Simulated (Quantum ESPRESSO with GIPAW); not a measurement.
## Solid-state NMR of GaN by GIPAW

Aim: the magnetic shielding of every site in GaN.

Program: Quantum ESPRESSO with GIPAW 8.0dev (patched build). Level of theory: DFT, PBEsol, plane-wave PAW (pslibrary 1.0.0 recipes), scalar-relativistic, GIPAW; a patched development version of the program. Results are calculated unless marked as measured.

## (1) The structure

It takes space group F-43m (No. 216, cubic). The conventional cell has a = 4.507 Å, b = 4.507 Å, c = 4.507 Å, α = 90.00°, β = 90.00°, γ = 90.00°. Nearest to Ga lie 4 N at 1.95 Å. Nearest to N lie 4 Ga at 1.95 Å. Farther neighbours and most contacts between anions are not listed.

The cell is a computed entry of the Materials Project; it need not be the form that is stable at ambient conditions.

## (2) Self-consistent run

The shielding is a linear response of the occupied states, which this run provides. It is converged far beyond what an energy needs, since the response uses the wavefunctions themselves. No empty states are asked for: the response is solved without them. The mesh has a spacing of 0.22 Å⁻¹ at most. The PAW files were made with ld1.x from the pslibrary 1.0.0 recipes, with GIPAW reconstruction switched on.

File scf.in:

```
&control
  calculation = 'scf'
  prefix = 'x'
  outdir = './tmp/'
  pseudo_dir = './'
/
&system
  ibrav = 0
  nat = 2
  ntyp = 2
  ecutwfc = 70
  ecutrho = 420
  nbnd = 9
/
&electrons
  conv_thr = 1.0d-10
  mixing_beta = 0.7
  electron_maxstep = 100
/
ATOMIC_SPECIES
  Ga 69.723 Ga.pbesol-dn-kjpaw_psl.1.0.0-gipaw.UPF
  N 14.007 N.pbesol-n-kjpaw_psl.1.0.0-gipaw.UPF
CELL_PARAMETERS angstrom
  0.00000000 2.25350061 2.25350061
  2.25350061 0.00000000 2.25350061
  2.25350061 2.25350061 0.00000000
ATOMIC_POSITIONS crystal
  Ga 0.00000000 0.00000000 0.00000000
  N 0.75000000 0.75000000 0.75000000
K_POINTS automatic
  11 11 11 0 0 0
```

On the command line:

```bash
mpirun -np 4 pw.x -nk 4 -in scf.in > scf.out
```

Log:

```text
[...]
as large as its charge; the limit is 4.5
     Functions over the limit replaced by smooth ones with the moment of the charge, as mend_augmentation asks: 1
[...]
as large as its charge; the limit is 4.5
     Functions over the limit replaced by smooth ones with the moment of the charge, as mend_augmentation asks: 2
     This moves results (see INPUT_PW). Waves and levels in the save fit builds from 8.0dev_s219 on
     using ibrav=0 with symmetry is DISCOURAGED, use correct ibrav instead

     bravais-lattice index     =            0
     lattice parameter (alat)  =       6.0224  a.u.
     unit-cell volume          =     154.4542 (a.u.)^3
     number of atoms/cell      =            2
     number of atomic types    =            2
     number of electrons       =        18.00
     number of Kohn-Sham states=            9
     kinetic-energy cutoff     =      70.0000  Ry
     charge density cutoff     =     420.0000  Ry
     scf convergence threshold =      1.0E-10
     mixing beta               =       0.7000
     number of iterations used =            8  plain     mixing
     Exchange-correlation= SLA-PW-PSX-PSC
                           (   1   4  10   8   0   0   0)
[...]
Ga               13.00    69.72300     Ga( 1.00)
     N                 5.00    14.00700     N ( 1.00)

     24 Sym. Ops. (no inversion) found
[...]
number of k points=    56
[...]
Dense  grid:    22371 G-vectors     FFT dimensions: (  40,  40,  40)

     Smooth grid:    12051 G-vectors     FFT dimensions: (  36,  36,  36)

     Initial potential from superposition of free atoms

     starting charge      17.9973, renormalised to      18.0000
     Starting wfcs are   13 randomized atomic wfcs

     Self-consistent Calculation

     iteration #  1     ecut=    70.00 Ry     beta= 0.70
     Davidson diagonalization with overlap
     ethr =  1.00E-02,  avg # of iterations =  1.2

     total energy              =    -302.52849248 Ry
     estimated scf accuracy    <       0.52021601 Ry

     iteration #  2     ecut=    70.00 Ry     beta= 0.70
     Davidson diagonalization with overlap
     ethr =  2.89E-03,  avg # of iterations =  5.8

     total energy              =    -302.76154166 Ry
     estimated scf accuracy    <       0.60573828 Ry

     iteration #  3     ecut=    70.00 Ry     beta= 0.70
     Davidson diagonalization with overlap
     ethr =  2.89E-03,  avg # of iterations =  2.4

     total energy              =    -302.87089277 Ry
     estimated scf accuracy    <       0.01550449 Ry

[...]
total energy              =    -302.89851064 Ry
[...]
iteration # 27     ecut=    70.00 Ry     beta= 0.70
     Davidson diagonalization with overlap
     ethr =  3.17E-12,  avg # of iterations =  5.4

     total energy              =    -302.89851064 Ry
     estimated scf accuracy    <          4.6E-09 Ry

     iteration # 28     ecut=    70.00 Ry     beta= 0.70
     Davidson diagonalization with overlap
     ethr =  3.17E-12,  avg # of iterations =  7.5

     End of self-consistent calculation
     [one-electron energies left out]

!    total energy              =    -302.89851064 Ry
     total all-electron energy =     -3994.363142 Ry
     estimated scf accuracy    <          4.8E-11 Ry

     The total energy is the sum of the following terms:
     one-electron contribution =     -90.31137951 Ry
     hartree contribution      =      64.82061558 Ry
     xc contribution           =     -43.76710642 Ry
     ewald contribution        =    -116.67431699 Ry
     one-center paw contrib.   =    -116.96632330 Ry

     convergence has been achieved in  28 iterations
[...]
JOB DONE.
```

Elapsed: 17 s, on 4 MPI ranks of Arm Neoverse V2, shared host; peak memory 0.4 GiB; 67 s of CPU time.

It converged in 28 cycles to an estimated accuracy of 5e-11 Ry, on 56 irreducible k-points.

## (3) Shieldings

The job finds the current that a weak uniform field induces (applied as a long wave, q_gipaw) and the field that this current makes at each nucleus. On atoms with p or d valence electrons much of the paramagnetic part arises close to the nucleus, where the PAW partial waves rebuild the true states. pawproj makes the reconstruction use the PAW data sets' own projectors.

File nmr.in:

```
&inputgipaw
  job = 'nmr'
  prefix = 'x'
  tmp_dir = './tmp/'
  restart_mode = 'from_scratch'
  verbosity = 'low'
  q_gipaw = 0.01
  spline_ps = .true.
  conv_threshold = 1.0d-11
  use_nmr_macroscopic_shape = .false.
  pawproj(1) = .true.
  pawproj(2) = .true.
/
```

On the command line:

```bash
mpirun -np 4 gipaw.x -in nmr.in > nmr.out
```

Log:

```text
[banner, memory and clock lines left out]
[a note of our patched build left out]

     Parallelizing q-star over 1 images

     IMPORTANT: XC functional enforced from input :
     Exchange-correlation= PBESOL
                           (   1   4  10   8   0   0   0)
     Any further DFT definition will be discarded
     Please, verify this is what you really want

     In Ga.pbesol-dn-kjpaw_psl.1.0.0-gipaw.UPF the largest augmentation function (projectors 3 and 5, L = 1) is 7.7 times
     as large as its charge; the limit is 4.5
     Functions over the limit replaced by smooth ones with the moment of the charge, as in the saved run: 1

     In N.pbesol-n-kjpaw_psl.1.0.0-gipaw.UPF the largest augmentation function (projectors 1 and 4, L = 1) is 9.4 times
     as large as its charge; the limit is 4.5
     Functions over the limit replaced by smooth ones with the moment of the charge, as in the saved run: 2

[...]
alpha_pv=     31.8662 eV

     spline_ps is .false., expect some extrapolation errors

     q-space interpolation up to    84.00 Rydberg

     GIPAW job: nmr
     NMR macroscopic correction: no
[...]
Computing the magnetic susceptibility     isolve=0    ethr=  0.1000E-10
     Starting from scratch
     k-point #    1 of    56      pool #  1    cpu time:       0.6
[...]
End of magnetic susceptibility calculation

     f-sum rule (1st term):
           -10.3543         -0.0000         -0.0000
            -0.0000        -10.3543         -0.0000
            -0.0000         -0.0000        -10.3543

     f-sum rule (2nd term):
            -0.2702         -0.0000          0.0000
            -0.0000         -0.2702          0.0000
             0.0000          0.0000         -0.2702

     f-sum rule (should be   -10.6210):
           -10.6245         -0.0000         -0.0000
            -0.0000        -10.6245         -0.0000
            -0.0000         -0.0000        -10.6245

[... susceptibilities left out ...]
     Contributions to the NMR chemical shifts: -------------------------------

     Macroscopic shape contribution in ppm:                    0.00
             0.0000          0.0000          0.0000
             0.0000          0.0000          0.0000
             0.0000          0.0000          0.0000

     Core contribution in ppm:

     Atom  1  Ga  pos: (  0.000000  0.000000  0.000000)  core sigma:        2361.94
     Atom  2  N   pos: (  1.060660  1.060660  1.060660)  core sigma:         235.22

     Bare contribution in ppm:

     Atom  1  Ga  pos: (  0.000000  0.000000  0.000000)  bare sigma:        -252.83
[...]
Atom  2  N   pos: (  1.060660  1.060660  1.060660)  bare sigma:          -2.58
[...]
Diamagnetic contribution in ppm:

     Atom  1  Ga  pos: (  0.000000  0.000000  0.000000)  dia sigma:         254.38
[...]
Atom  2  N   pos: (  1.060660  1.060660  1.060660)  dia sigma:           6.41
[...]
Paramagnetic contribution in ppm:

     Atom  1  Ga  pos: (  0.000000  0.000000  0.000000)  para sigma:       -2225.99
[...]
Atom  2  N   pos: (  1.060660  1.060660  1.060660)  para sigma:        -102.41
[...]
Paramagnetic US occ-occ contribution in ppm:

     Atom  1  Ga  pos: (  0.000000  0.000000  0.000000)  para_oo sigma:          -6.16
[...]
Atom  2  N   pos: (  1.060660  1.060660  1.060660)  para_oo sigma:           5.86
[...]
Paramagnetic US L_R Q_R contribution in ppm:

     Atom  1  Ga  pos: (  0.000000  0.000000  0.000000)  para_lq sigma:        1185.17
[...]
Atom  2  N   pos: (  1.060660  1.060660  1.060660)  para_lq sigma:         -43.84
[...]
Total NMR chemical shifts in ppm: ---------------------------------------
     (adopting the Simpson convention for anisotropy and asymmetry)-----------

     Atom  1  Ga  pos: (  0.000000  0.000000  0.000000)  Total sigma:        1316.50
          1316.4981          0.0000         -0.0000
             0.0000       1316.4981         -0.0000
            -0.0000          0.0000       1316.4981

     Ga      1    anisotropy:      0.00    eta:    0.0000
[...]
Atom  2  N   pos: (  1.060660  1.060660  1.060660)  Total sigma:          98.67
            98.6689         -0.0000          0.0000
            -0.0000         98.6689         -0.0000
             0.0000          0.0000         98.6689

     N       2    anisotropy:      0.00    eta:    0.0000
[...]
```

Wall time 2.2 min (4 MPI ranks); peak memory 0.25 GiB; 8.9 min of CPU time.

The f-sum rule is met to 0.0035 of 10.6 (0.03 %). Converged shieldings require that this miss be small, but a small miss does not prove them. This build smooths some augmentation functions of the files as it reads them, which, it says, moves results; by how much was not measured here.

From the symmetric part of each tensor, with principal values σ11 ≤ σ22 ≤ σ33: σ_iso is their mean, the span is σ33 − σ11 and the skew 3(σ_iso − σ22)/span. (gipaw.x prints an anisotropy in another convention.)

```
site  atom no.  atoms in cell  σ_iso (ppm)  span (ppm)  skew
  Ga         1              1         1316           0     -
   N         2              1         98.7         0.0     -
```

The macroscopic shape term is switched off. For a spherical sample the valence susceptibility of this run would add about -2 ppm to every site, a rough estimate, since the susceptibility converges slowly and lacks part of the PAW terms. Differences within the crystal don't depend on it, but shieldings of different compounds can't be compared to better than a few ppm without it.

Ga and N sit on cubic site symmetry, where the tensor must be isotropic.

How the isotropic values are made up (ppm). The core part is that of the free atom's core; bare is the current of the smooth valence states; the last two are what the PAW spheres add to the diamagnetic and the paramagnetic current:

```
site    core    bare  reconstruction, dia  reconstruction, para
  Ga  2361.9  -252.8                254.4               -1047.0
   N   235.2    -2.6                  6.4                -140.4
```

## (4) Sites, surroundings and shifts

Covalently bonded atoms count as neighbours within 1.18 times the sum of their radii. Otherwise a cation's neighbours lie within 1.2 times its shortest bond (1.3 for large cations, each anion's radius taken off where they differ), and an anion's are the cations that count it.

```
site  atom no.  atoms in cell  surroundings  bonds (Å)  σ_iso (ppm)
  Ga         1              1          GaN4      1.952         1316
   N         2              1  bound to Ga4      1.952         98.7
```

## (5) Results

* 15N shielding without shape term: 98.7 ppm
* 71Ga shielding without shape term: 1316 ppm

What this shows: 15N has one site (bound to Ga4), with isotropic shielding 98.7 ppm (shape term left out). A shift needs a reference, δ = σ_ref − σ, fixed on measured compounds; for 15N of this kind at this level too few were at hand, or they scattered too widely about a line, so none is given. No sound run at another cutoff or mesh is at hand, so convergence rests on the f-sum rule and on experience with these files. This build of gipaw.x prints that it is not audited and that its numbers are no references by themselves. It also reports spline_ps as false although the input sets it; why was not traced. pw.x warned of eigenvalues not converged in some cycles of 5 ground-state runs, which then met the threshold.

[Banner, clock, file and message-heading lines were taken out of the pw.x and gipaw.x logs.]

[Logs are printed without paths, hosts, clocks, repeated set-up lines and the standing remarks that a program may print on its own settings, such as how far it seeks lower states.]

[Hosts, paths, dates, database ids (printed as entryN), source tags and the programs' standing remarks are cut or masked in the printed files.]

[Where no reference line passes its bar on scatter, no shift is given, so a measured shift of this compound may stand uncompared.]
